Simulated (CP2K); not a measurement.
Two runs for the O K edge of cyanooxirane. Run A: CP2K XAS_TDP, all-electron GAPW, PBEh(45%), aug-cc-pVDZ, TDA, no relativity. Run B differs in one setting.

First lines with a strength over 0.0015. A:

| atom | energy (eV) | states | strength, one atom |
| --- | --- | --- | --- |
| O5 (bonded to 2 C) | 529.97 | 1 | 0.0405 |
|  | 531.14 | 1 | 0.0385 |
|  | 532.64 | 1 | 0.0017 |
|  | 534.58 | 1 | 0.0109 |
|  | 535.02 | 1 | 0.0036 |

B:

| atom | energy (eV) | states | strength, one atom |
| --- | --- | --- | --- |
| O5 (bonded to 2 C) | 534.65 | 1 | 0.0402 |
|  | 535.81 | 1 | 0.0382 |
|  | 537.32 | 1 | 0.0017 |
|  | 539.25 | 1 | 0.0108 |
|  | 539.69 | 1 | 0.0035 |

Question: Which was it: GW2X switched on, the functional, scalar relativity switched on, the basis?

GW2X switched on. GW2X shifts an atom's lines together and keeps their spacings. Against PBEh(45%) in aug-cc-pVDZ, the leading line moves by +4.68 eV, to 534.65 eV.

[Hosts, paths, dates, database ids (printed as entryN), source tags and the programs' standing remarks are cut or masked in the printed files.]
